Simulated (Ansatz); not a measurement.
# RbYbF3 (Pm-3m): following an unstable mode

Aim: this structure of RbYbF3 (Pm-3m) is to be tested for unstable modes, and one is followed downhill.

Method: DFT PBEsol+U, scalar-relativistic, plane waves, PAW, in Ansatz 0.2.0.

### Step 1. Starting point

The structure is cubic, space group Pm-3m (No. 221). Conventional cell: a = 4.542 Å, b = 4.542 Å, c = 4.542 Å, α = 90.00°, β = 90.00°, γ = 90.00°. Nearest to Rb lie 12 F at 3.21 Å. Nearest to Yb lie 6 F at 2.27 Å. Nearest to F lie 2 Yb at 2.27 Å and 4 Rb at 3.21 Å. Farther neighbours, and contacts between anions beyond the nearest, are not listed.

### Step 2. The dispersion

Stability and thermal properties need the whole zone. Linear response on a 4×4×4 q mesh gives force constants as far as a supercell of that size would, and the tensors from the zone-centre run are typed in so that the long-range dipole term is interpolated apart.

input.yaml

```yaml
crystal:
  lattice:
    - [4.5416503417, 0.0, 0.0]
    - [0.0, 4.5416503417, 0.0]
    - [0.0, 0.0, 4.5416503417]
  atoms:
    - { symbol: Rb, position: [0.0, 0.0, 0.0] }
    - { symbol: Yb, position: [0.5, 0.5, 0.5] }
    - { symbol: F, position: [0.0, 0.5, 0.5] }
    - { symbol: F, position: [0.5, 0.0, 0.5] }
    - { symbol: F, position: [0.5, 0.5, 0.0] }
kpoints:
  mp_grid: { grid: [8, 8, 8] }
hamiltonian:
  xc: pbesol
  hubbard: { sites: [{ species: Yb, l: f, u_eff: 6.0 }] }
scf:
  occupations: { method: fixed }
  convergence: { dr2_threshold: 1.0e-10 }
output:
  eigenvalues: true
phonons:
  method: dfpt
  qmesh: [4, 4, 4]
  temperatures: { t_max: 1000, t_step: 50 }
  qpath:
    path:
      - [[0.0, 0.0, 0.0], [0.0, 0.5, 0.0], [0.5, 0.5, 0.0], [0.0, 0.0, 0.0], [0.5, 0.5, 0.5], [0.0, 0.5, 0.0]]
      - [[0.5, 0.5, 0.5], [0.5, 0.5, 0.0]]
    npoints: 10
  non_analytic_term:
    high_frequency_dielectric_tensor: [[2.3275, 0.0, 0.0], [0.0, 2.3275, 0.0], [0.0, 0.0, 2.3275]]
    born_effective_charges:
      - { species: Rb, tensor: [[1.2475, 0.0, 0.0], [0.0, 1.2475, 0.0], [0.0, 0.0, 1.2475]] }
      - { species: Yb, tensor: [[2.4086, 0.0, 0.0], [0.0, 2.4086, 0.0], [0.0, 0.0, 2.4086]] }
      - { species: F, tensor: [[-1.8694, 0.0, 0.0], [0.0, -0.8934, 0.0], [0.0, 0.0, -0.8934]] }
      - { species: F, tensor: [[-0.8934, 0.0, 0.0], [0.0, -1.8694, 0.0], [0.0, 0.0, -0.8934]] }
      - { species: F, tensor: [[-0.8934, 0.0, 0.0], [0.0, -0.8934, 0.0], [0.0, 0.0, -1.8694]] }
    source: "zone-centre run at this cell"
```

Command:

```console
> ansatz run input.yaml --threads 8 --pin off --max-ram 14336MiB --backend cpu --events-out ev --progress --plain --runs-dir out
```

Standard output:

```text
Rb: projections on atomic orbitals take those of the free atom [Ar 3d10] 4s2 4p6 5s1, of charge +0.00 (hamiltonian.pseudopotentials.projection_atoms); the dataset's partial waves leave at most 2.5e-6 of an orbital's norm unspanned inside its sphere
Yb: projections on atomic orbitals take those of the free atom [Kr 4d10] 4f14 5s2 5p6 5d0 6s2, of charge +0.00 (hamiltonian.pseudopotentials.projection_atoms); the dataset's partial waves leave at most 1.5e-4 of an orbital's norm unspanned inside its sphere
F: projections on atomic orbitals take those of the free atom [He] 2s2 2p5, of charge +0.00 (hamiltonian.pseudopotentials.projection_atoms); the dataset's partial waves leave at most 1.6e-8 of an orbital's norm unspanned inside its sphere
Engine: ansatz 0.2.0, x86_64-unknown-linux-gnu
Pseudopotentials: kind: paw
Pseudopotential: Rb, paw, valence charge 9, recommended cutoff 420 eV (normal), Rb.paw.azcp
Pseudopotential: Yb, paw, valence charge 24, recommended cutoff 420 eV (normal), Yb.paw.azcp
Pseudopotential: F, paw, valence charge 7, recommended cutoff 420 eV (normal), F.paw.azcp
Functional definition: PBEsol
  exchange = pbesol_x
  correlation = pbesol_c
Crystal: 5 atoms, lattice volume = 93.679 Å³
Basis set: ecut = 420 eV, 1839 PW (Γ), exchange–correlation on 64×64×64 points (8 copies of the dense FFT grid, shifted against one another)
Bands: 33, of which v1, the nominal top of the filled ones, is band 27 counted from 1 (26 counted from 0)
Symmetry: 48 space group operations
k-points: 35 of 512
Non-local potential: Rb, projectors of the file, l = 0: 3, l = 1: 2, l = 2: 2
Non-local potential: Yb, projectors of the file, l = 0: 3, l = 1: 2, l = 2: 2, l = 3: 3
Non-local potential: F, projectors of the file, l = 0: 2, l = 1: 2, l = 2: 1
PAW form: soft (Blöchl's): semilocal exchange-correlation on the pseudo side does not see the compensation charge
PAW frozen core: Rb, regenerated for the run's functional, and the local potential with it (the file was generated under x = pbe(κ = 0.804, μ = 0.219515), c = pbe(β = 0.066725))
PAW frozen core: Yb, regenerated for the run's functional, and the local potential with it (the file was generated under x = pbe(κ = 0.804, μ = 0.219515), c = pbe(β = 0.066725))
PAW frozen core: F, regenerated for the run's functional, and the local potential with it (the file was generated under x = pbe(κ = 0.804, μ = 0.219515), c = pbe(β = 0.066725))
PAW one-centre angular grid: Rb, 110 points (default); XC on 64 Gauss nodes
PAW one-centre angular grid: Yb, 590 points (default); XC on 64 Gauss nodes
PAW one-centre angular grid: F, 110 points (default); XC on 64 Gauss nodes
Initial density: superposition of atomic densities (chi_scale 0.1, normalization cell, long waves of neutral atoms under a Hubbard term (reshape's long-wave potential 0.01 eV rms, cloud 2.77 Å wide))
Initial wavefunctions: pseudopotential atomic-orbital guess
Functional: x = pbesol(κ = 0.804, μ = 0.123457), c = pbesol(β = 0.046)
SCF iter   1: F=—  HF=-19305.386544 eV  |F-HF|=—  |Δ(HF+E_count)|=         —  Δρ=9.74e-2  dr2=8.20e0  ethr=3.10e-3  ⟨swp⟩=5.7  Hψ=4609  notcnv=0  defer=106
preconditioner: auto → Resta (q_TF=auto, 2.489 Å⁻¹)  ε∞=4.8  [insulator: Δε(μ)=3.164 eV  Ē_g=13.965 eV  n_scr=26 (ndim 8)  ℏωp=27.1 eV  f_vac=0.019  ε∞_Penn≈4.8]
SCF iter   2: F=—  HF=-19303.536594 eV  |F-HF|=—  |Δ(HF+E_count)|=    1.85e0  Δρ=3.35e-2  dr2=1.27e0  ethr=3.10e-3  ⟨swp⟩=4.1  Hψ=3236  notcnv=0  defer=112
SCF iter   3: F=—  HF=-19303.020594 eV  |F-HF|=—  |Δ(HF+E_count)|=   5.16e-1  Δρ=2.85e-2  dr2=9.84e-1  ethr=2.34e-3  ⟨swp⟩=3.3  Hψ=2819  notcnv=0  defer=112
SCF iter   4: F=—  HF=-19302.738210 eV  |F-HF|=—  |Δ(HF+E_count)|=   2.82e-1  Δρ=1.56e-2  dr2=2.94e-1  ethr=1.82e-3  ⟨swp⟩=3.6  Hψ=2530  notcnv=0  defer=124
SCF iter   5: F=—  HF=-19302.664650 eV  |F-HF|=—  |Δ(HF+E_count)|=   7.36e-2  Δρ=5.43e-3  dr2=3.62e-2  ethr=5.44e-4  ⟨swp⟩=3.1  Hψ=2265  notcnv=0  defer=127
SCF iter   6: F=—  HF=-19302.673415 eV  |F-HF|=—  |Δ(HF+E_count)|=   8.77e-3  Δρ=1.42e-3  dr2=2.61e-3  ethr=6.71e-5  ⟨swp⟩=3.0  Hψ=2176  notcnv=0  defer=128
SCF iter   7: F=—  HF=-19302.674165 eV  |F-HF|=—  |Δ(HF+E_count)|=   7.50e-4  Δρ=2.72e-4  dr2=6.99e-5  ethr=4.84e-6  ⟨swp⟩=2.9  Hψ=2153  notcnv=0  defer=131
SCF iter   8: F=—  HF=-19302.674269 eV  |F-HF|=—  |Δ(HF+E_count)|=   1.04e-4  Δρ=8.29e-5  dr2=5.03e-6  ethr=1.29e-7  ⟨swp⟩=2.5  Hψ=2242  notcnv=0  defer=133
SCF iter   9: F=—  HF=-19302.674283 eV  |F-HF|=—  |Δ(HF+E_count)|=   1.35e-5  Δρ=1.67e-5  dr2=2.10e-7  ethr=9.32e-9  ⟨swp⟩=2.0  Hψ=2100  notcnv=0  defer=115
SCF iter  10: F=—  HF=-19302.674283 eV  |F-HF|=—  |Δ(HF+E_count)|=   5.13e-7  Δρ=3.89e-6  dr2=1.14e-8  ethr=3.88e-10  ⟨swp⟩=2.0  Hψ=2041  notcnv=0  defer=119
SCF iter  11: F=—  HF=-19302.674283 eV  |F-HF|=—  |Δ(HF+E_count)|=   4.10e-8  Δρ=2.02e-6  dr2=3.03e-9  ethr=2.12e-11  ⟨swp⟩=2.2  Hψ=2154  notcnv=0  defer=118
SCF iter  12: F=—  HF=-19302.674283 eV  |F-HF|=—  |Δ(HF+E_count)|=  9.39e-10  Δρ=9.00e-7  dr2=5.27e-10  ethr=5.62e-12  ⟨swp⟩=2.9  Hψ=2205  notcnv=0  defer=118
SCF iter  13: F=-19302.674283 eV  HF=-19302.674283 eV  |F-HF|=5.82e-11  |Δ(HF+E_count)|=  2.33e-10  Δρ=1.69e-7  dr2=2.71e-11  ethr=1.00e-12  ⟨swp⟩=16.9  Hψ=9922  notcnv=0
SCF 1 converged in 13 iterations: F = -19302.674283 eV  dr2 = 2.71e-11
  greatest PAW one-centre occupation: 0.996 electrons in one spin orbital (limit 2), on the Yb atom at site 1 (counted from 0), in its partial waves of l = 0
NSCF: frozen V_eff on 35 k-points
NSCF: frozen V_eff on 35 k-points
DFPT response loops at q = (0, 0, 0) (fractional): preconditioner auto → Resta (q_TF=auto, 2.489 Å⁻¹)  ε∞=7.6 (no band partly filled); β = 1.00, the filter's whole step (`scf.mixing.beta` (0.50) is not read by the response loops at its default; to damp them type it under 1.00, their step now; it binds the ground state too); Anderson in place of MSR1; while a model of the screening serves, it and β = 1 on shorter waves in the place of filter and β
NSCF: frozen V_eff on 240 k-points
DFPT response loops at q = (0, 0, 0.25) (fractional): mixed as the last ones told, above
NSCF: frozen V_eff on 150 k-points
DFPT response loops at q = (0, 0, -0.5) (fractional): mixed as the last ones told, above
NSCF: frozen V_eff on 360 k-points
DFPT response loops at q = (0, 0.25, 0.25) (fractional): mixed as the last ones told, above
NSCF: frozen V_eff on 400 k-points
DFPT response loops at q = (0, 0.25, -0.5) (fractional): mixed as the last ones told, above
NSCF: frozen V_eff on 150 k-points
DFPT response loops at q = (0, -0.5, -0.5) (fractional): mixed as the last ones told, above
NSCF: frozen V_eff on 240 k-points
DFPT response loops at q = (0.25, 0.25, 0.25) (fractional): mixed as the last ones told, above
NSCF: frozen V_eff on 360 k-points
DFPT response loops at q = (0.25, 0.25, -0.5) (fractional): mixed as the last ones told, above
NSCF: frozen V_eff on 240 k-points
DFPT response loops at q = (0.25, -0.5, -0.5) (fractional): mixed as the last ones told, above
NSCF: frozen V_eff on 70 k-points
DFPT response loops at q = (-0.5, -0.5, -0.5) (fractional): mixed as the last ones told, above
SCF converged after 13 iterations
Free energy (F): -19302.674283 eV
Harris-Foulkes:  -19302.674283 eV  (|F-HF|=5.82e-11)
Internal energy: -19302.674283 eV  (E = F + TS)
E sigma→0 (E₀):  -19302.674283 eV
Fermi energy:    7.989222 eV
--- Per-component energies (eV) ---
  E_band       = -174.343523
  E_kinetic    = 1165.308519
  E_local      = -9663.255391  (includes V_loc(G=0)·N_el)
  E_nonlocal   = 969.394884
  E_hartree    = 4088.981377
  E_xc         = -527.350109
  E_vxc        = -643.438120  (∫ρ·V_xc dr)
  E_hubbard    = 0.055519  (on-site DFT+U / exact-exchange correction)
  E_vhub       = -41.833335  (the Hubbard potential's part of the band-sum identity)
  E_paw        = -10397.791061  (= ΣΔE_a)
  E_vpaw       = -138.488720  (= ΣTr[D̂ρ^β])
  E_aug_tail   = 0.006137  (compensation charges beyond the density's cutoff)
  E_ewald      = -4939.404351
  E_core_change = 1.380193  (= ΣΔE_core)
  E_smearing   = -0.000000  (= −TS)
  E_closure    = -0.000000  (closes the sum)
  Σ components = -19302.674283   (vs F -19302.674283, Δ=0.00e0)
--- Band table (eV; the first three rows and the last of 35) ---
  k-point 0: bands = [... 23 lower, 7.8272, 7.9892, 7.9892, 7.9892, 9.0323, 11.8364, 11.8364, 12.3379, ... 2 higher]
  k-point 1: bands = [... 23 lower, 7.8266, 7.9609, 7.9821, 7.9821, 9.2611, 11.9525, 11.9693, 12.4156, ... 2 higher]
  k-point 2: bands = [... 23 lower, 7.8253, 7.9080, 7.9688, 7.9688, 9.8641, 12.2412, 12.2549, 12.6335, ... 2 higher]
  k-point 34: bands = [... 23 lower, 7.7228, 7.7820, 7.7820, 7.7820, 12.5727, 12.5727, 12.5727, 13.9373, ... 2 higher]
Occupation matrices written to <dir>
--- Phonons (Γ-DFPT): 4 representative perturbations + reference (Σ response iterations 28) ---
  ASR residual: 9.550e-4 → 0.000e0 eV/Å²; symmetrization residual: 5.990e-8 eV/Å²
  ASR residual per site (eV/Å²): 2.91e-5 7.29e-4 9.55e-4 9.55e-4 9.55e-4
  Γ frequencies (cm⁻¹): -21.11 -21.11 -21.11 0.00 0.00 0.00 33.16 33.16 33.16 104.79 104.79 104.79 361.69 361.69 361.69
--- Phonons (arbitrary-q DFPT): 10 irreducible q on the 4×4×4 mesh ---
  q = [0.0000, 0.0000, 0.0000] (star 1, of the zone-centre solve; hermiticity 1.42e-8, symmetrization 4.26e-12): -21.11 -21.11 -21.11 0.00 0.00 0.00 33.16 33.16 33.16 104.79 104.79 104.79 361.69 361.69 361.69
  q = [0.0000, 0.0000, 0.2500] (star 6, 9 solved perturbations in 880 linear systems a pass and spin channel, the states on 120 of 512 k-point pairs; hermiticity 2.02e-8, symmetrization 1.79e-12): 3.63 3.63 17.36 17.36 48.23 61.90 61.90 63.50 91.13 102.52 102.52 179.45 361.11 361.11 434.42
  q = [0.0000, 0.0000, -0.5000] (star 3, 9 solved perturbations in 550 linear systems a pass and spin channel, the states on 75 of 512 k-point pairs; hermiticity 1.91e-8, symmetrization 5.14e-12): 19.18 19.18 22.63 22.63 59.32 77.56 83.61 83.61 98.78 98.78 109.79 191.65 360.50 360.50 443.43
  q = [0.0000, 0.2500, 0.2500] (star 12, 9 solved perturbations in 1360 linear systems a pass and spin channel, the states on 180 of 512 k-point pairs; hermiticity 1.01e-8, symmetrization 8.06e-13): -43.60 -21.61 20.88 40.85 41.29 70.93 73.10 81.96 100.86 108.65 128.17 183.85 360.50 376.65 444.14
  q = [0.0000, 0.2500, -0.5000] (star 12, 15 solved perturbations in 1600 linear systems a pass and spin channel, the states on 200 of 512 k-point pairs; hermiticity 1.67e-8, symmetrization 1.78e-13): -55.56 -5.72 22.83 28.77 47.50 76.31 88.93 93.89 98.08 127.66 140.53 190.99 359.88 380.94 453.67
  q = [0.0000, -0.5000, -0.5000] (star 3, 9 solved perturbations in 550 linear systems a pass and spin channel, the states on 75 of 512 k-point pairs; hermiticity 1.23e-8, symmetrization 2.83e-13): -79.30 -29.18 -29.18 33.91 58.69 92.52 92.52 97.35 97.35 153.44 153.44 191.24 359.24 390.96 464.32
  q = [0.2500, 0.2500, 0.2500] (star 8, 4 solved perturbations in 808 linear systems a pass and spin channel, the states on 120 of 512 k-point pairs; hermiticity 8.26e-9, symmetrization 4.51e-13): -51.80 -32.22 -32.22 30.00 30.00 46.19 100.72 104.21 104.21 137.66 137.66 182.64 376.34 376.34 453.14
  q = [0.2500, 0.2500, -0.5000] (star 12, 9 solved perturbations in 1360 linear systems a pass and spin channel, the states on 180 of 512 k-point pairs; hermiticity 1.05e-8, symmetrization 4.20e-12): -62.19 -45.89 -33.08 25.31 31.72 42.49 101.10 107.43 132.64 146.02 149.25 185.66 376.03 383.21 462.21
  q = [0.2500, -0.5000, -0.5000] (star 6, 9 solved perturbations in 880 linear systems a pass and spin channel, the states on 120 of 512 k-point pairs; hermiticity 1.39e-8, symmetrization 1.53e-13): -80.21 -55.17 -55.17 32.06 32.06 32.11 105.32 132.50 132.50 161.80 161.80 182.06 378.60 390.83 471.10
  q = [-0.5000, -0.5000, -0.5000] (star 1, 4 solved perturbations in 215 linear systems a pass and spin channel, the states on 35 of 512 k-point pairs; hermiticity 9.91e-9, symmetrization 1.23e-11): -81.10 -81.10 -81.10 28.14 28.14 28.14 136.21 136.21 136.21 172.98 172.98 172.98 390.70 390.70 478.33
  sum rule: each row above includes the acoustic sum rule's correction from the zone centre's row sums; it moved no ω² by more than (3.70 cm⁻¹)²
  mesh force constants: q→R imaginary residual 8.18e-19; ASR residual 9.550e-4 → 0.000e0 eV/Å²; symmetrization residual 1.243e-14 eV/Å²
  interpolated dispersion: 63 rows × 15 modes
  density of states and harmonic sums: on the 16×16×16 q-mesh, interpolated from the force constants of a 4×4×4 supercell (with the dipole–dipole term of supplied tensors)
  largest difference from the sums on the solved wave vectors: F 1.63e-3 eV, S 7.95e-6 and C_V 4.02e-6 eV/K
  zero-point energy: 0.129335 eV/cell   skipped modes (ω ≤ 0): 364, of them read as no rigid motion or as one in doubt: 361 (2.203e0 modes/cell left out, lowest -81.10 cm⁻¹)   left out of the sums: 1.47e-1 of the cell's modes: C_V's classical limit lies that fraction below 3 k_B per atom; for a crystal, a wire or a layer, F and S can be off by more, and a phonons.interpolated_qmesh denser along its periods is the remedy for the sampling
```

Elapsed: 8.4 min, on 8 threads of Intel Xeon Platinum 8488C (Sapphire Rapids), shared host; peak memory 5.9 GiB.

Numbers from this step:

```
gap on the k-mesh                                       : 1.043 eV
volume per atom                                         : 18.74 Å³
sum-rule residual before enforcement                    : 9.55e-4 eV/Å²
lowest frequency on the path                            : -81.10 cm⁻¹
point group                                             : m-3m
highest frequency on path, mesh or solved points        : 478.3 cm⁻¹
highest optical mode at the zone centre (no LO-TO term) : 361.7 cm⁻¹
lowest optical zone-centre mode                         : -21.11 cm⁻¹
lowest mode on the q mesh (acoustic modes at Γ apart)   : -81.1 cm⁻¹
```

Frequencies (cm⁻¹) solved at each irreducible wavevector; negative means imaginary. Frequencies by wavevector, by row:

| q in reciprocal lattice units | star | mode 1 | mode 2 | mode 3 | mode 4 | mode 13 | mode 14 | mode 15 |
| --- | --- | --- | --- | --- | --- | --- | --- | --- |
| 0 0 0 | 1 | -21.1 | -21.1 | -21.1 | 0 | 361.7 | 361.7 | 361.7 |
| 0 0 0.25 | 6 | 3.6 | 3.6 | 17.4 | 17.4 | 361.1 | 361.1 | 434.4 |
| 0 0 -0.5 | 3 | 19.2 | 19.2 | 22.6 | 22.6 | 360.5 | 360.5 | 443.4 |
| 0 0.25 0.25 | 12 | -43.6 | -21.6 | 20.9 | 40.9 | 360.5 | 376.6 | 444.1 |
| 0 0.25 -0.5 | 12 | -55.6 | -5.7 | 22.8 | 28.8 | 359.9 | 380.9 | 453.7 |
| 0 -0.5 -0.5 | 3 | -79.3 | -29.2 | -29.2 | 33.9 | 359.2 | 391 | 464.3 |
| 0.25 0.25 0.25 | 8 | -51.8 | -32.2 | -32.2 | 30 | 376.3 | 376.3 | 453.1 |
| 0.25 0.25 -0.5 | 12 | -62.2 | -45.9 | -33.1 | 25.3 | 376 | 383.2 | 462.2 |
| 0.25 -0.5 -0.5 | 6 | -80.2 | -55.2 | -55.2 | 32.1 | 378.6 | 390.8 | 471.1 |
| -0.5 -0.5 -0.5 | 1 | -81.1 | -81.1 | -81.1 | 28.1 | 390.7 | 390.7 | 478.3 |

Interpolated from a 4×4×4 q mesh, with the LO-TO term (at Γ the limit along the path). The phonon branches at the labelled points (cm⁻¹):

| point | branch 1 | branch 2 | branch 3 | branch 4 | branch 12 | branch 13 | branch 14 | branch 15 |
| --- | --- | --- | --- | --- | --- | --- | --- | --- |
| Γ | -21 | -21 | 0 | 0 | 169 | 362 | 362 | 424 |
| halfway | 4 | 4 | 17 | 17 | 180 | 361 | 361 | 434 |
| X | 19 | 19 | 23 | 23 | 192 | 360 | 360 | 443 |
| halfway | -56 | -6 | 23 | 29 | 191 | 360 | 381 | 454 |
| M | -79 | -29 | -29 | 34 | 191 | 359 | 391 | 464 |
| halfway | -44 | -22 | 21 | 41 | 184 | 360 | 377 | 444 |
| Γ | -21 | -21 | 0 | 0 | 169 | 362 | 362 | 424 |
| halfway | -52 | -32 | -32 | 30 | 183 | 376 | 376 | 453 |
| R | -81 | -81 | -81 | 28 | 173 | 391 | 391 | 478 |
| halfway | -62 | -46 | -33 | 25 | 186 | 376 | 383 | 462 |
| X | 19 | 19 | 23 | 23 | 192 | 360 | 360 | 443 |
| jump to R | -81 | -81 | -81 | 28 | 173 | 391 | 391 | 478 |
| halfway | -80 | -55 | -55 | 32 | 182 | 379 | 391 | 471 |
| M | -79 | -29 | -29 | 34 | 191 | 359 | 391 | 464 |

Symmetry leaves 10 wavevectors to solve. The lowest mode among them, the acoustic zeros apart, lies at q = (-0.5, -0.5, -0.5) and is imaginary, 81.1i cm⁻¹, so the energy falls along it.

### Step 3. The mode frozen in, largest atomic shift 0 Å

The mode followed lies at q = (-0.5, -0.5, -0.5) with frequency 81.1i cm⁻¹ and is 3-fold degenerate, the softest among the wavevectors solved. At small amplitude the pattern taken leaves space group no. 140 by a symmetry search on the positions. The undistorted cell that holds it gives the zero of energy on the same k mesh.

System of this step: RbYbF3. The structure is cubic, space group Pm-3m (No. 221). Conventional cell: a = 4.542 Å, b = 4.542 Å, c = 4.542 Å, α = 90.00°, β = 90.00°, γ = 90.00°. Rb has 12 F at 3.21 Å nearest. Yb has 6 F at 2.27 Å nearest. Nearest to F lie 2 Yb at 2.27 Å and 4 Rb at 3.21 Å. Farther neighbours, and contacts between anions beyond the nearest, are not listed.

input.yaml

```yaml
crystal:
  lattice:
    - [4.5416503417, 4.5416503417, 0.0]
    - [4.5416503417, 0.0, 4.5416503417]
    - [4.5416503417, 0.0, -4.5416503417]
  atoms:
    - { symbol: Rb, position: [0.0, 0.5, 0.5] }
    - { symbol: Rb, position: [0.0, 0.0, 0.0] }
    - { symbol: Yb, position: [0.5, 0.25, 0.75] }
    - { symbol: Yb, position: [0.5, 0.75, 0.25] }
    - { symbol: F, position: [0.5, 0.0, 0.5] }
    - { symbol: F, position: [0.5, 0.5, 0.0] }
    - { symbol: F, position: [0.0, 0.5, 0.0] }
    - { symbol: F, position: [0.0, 0.0, 0.5] }
    - { symbol: F, position: [0.5, 0.5, 0.5] }
    - { symbol: F, position: [0.5, 0.0, 0.0] }
kpoints:
  mp_grid: { grid: [6, 6, 6] }
hamiltonian:
  xc: pbesol
  hubbard: { sites: [{ species: Yb, l: f, u_eff: 6.0 }] }
scf:
  occupations: { method: gaussian, width: 0.02 }
output:
  forces: true
  stress: true
  eigenvalues: true
```

Standard output:

```text
[...]
Crystal: 10 atoms, lattice volume = 187.357 Å³
Basis set: ecut = 420 eV, 3695 PW (Γ), exchange–correlation on 90×90×90 points (8 copies of the dense FFT grid, shifted against one another)
Bands: 65, of which v1, the nominal top of the filled ones, is band 54 counted from 1 (53 counted from 0)
Symmetry: 96 space group operations
[...]
k-points: 16 of 216
[...]
k-point 0: bands = [... 50 lower, 7.8269, 7.9889, 7.9889, 7.9889, 9.0323, 11.8365, 11.8365, 12.3379, ... 7 higher]
  k-point 1: bands = [... 50 lower, 7.8206, 7.9647, 7.9707, 7.9707, 9.3360, 12.0062, 12.0062, 12.4407, ... 7 higher]
  k-point 2: bands = [... 50 lower, 7.8242, 7.9133, 7.9253, 7.9253, 10.1196, 12.0693, 12.4563, 12.4563, ... 7 higher]
  k-point 15: bands = [... 50 lower, 7.8630, 7.9151, 7.9166, 7.9402, 11.5287, 12.0354, 12.0672, 12.1168, ... 7 higher]
Occupation matrices written to <dir>
[key lines of the parts left out:]
SCF converged after 10 iterations
Free energy (F): -38605.348720 eV
Fermi energy:    8.510828 eV
P = ⅓ Tr σ = 0.0012 GPa (0.012 kbar)
```

Wall time 2.1 s (8 threads); peak memory 1 GiB.

Read from the output:

```
pressure                         : 0.001203 GPa
energy from the undistorted cell : 0 meV/atom
```

At this level the gap is 1.04 eV on the k-mesh of the self-consistent run, which can miss the band edges.

(Part 1 of 3 ends here.)

[Long decimals in the printed logs are rounded to 6 places.]

[Logs are printed without paths, hosts, clocks, repeated set-up lines and the standing remarks that a program may print on its own settings, such as how far it seeks lower states.]

[Hosts, paths, dates, database ids (printed as entryN), source tags and the programs' standing remarks are cut or masked in the printed files.]

[Where the starting crystal was built by hand or by swapping elements, it need not be the compound's stable phase.]
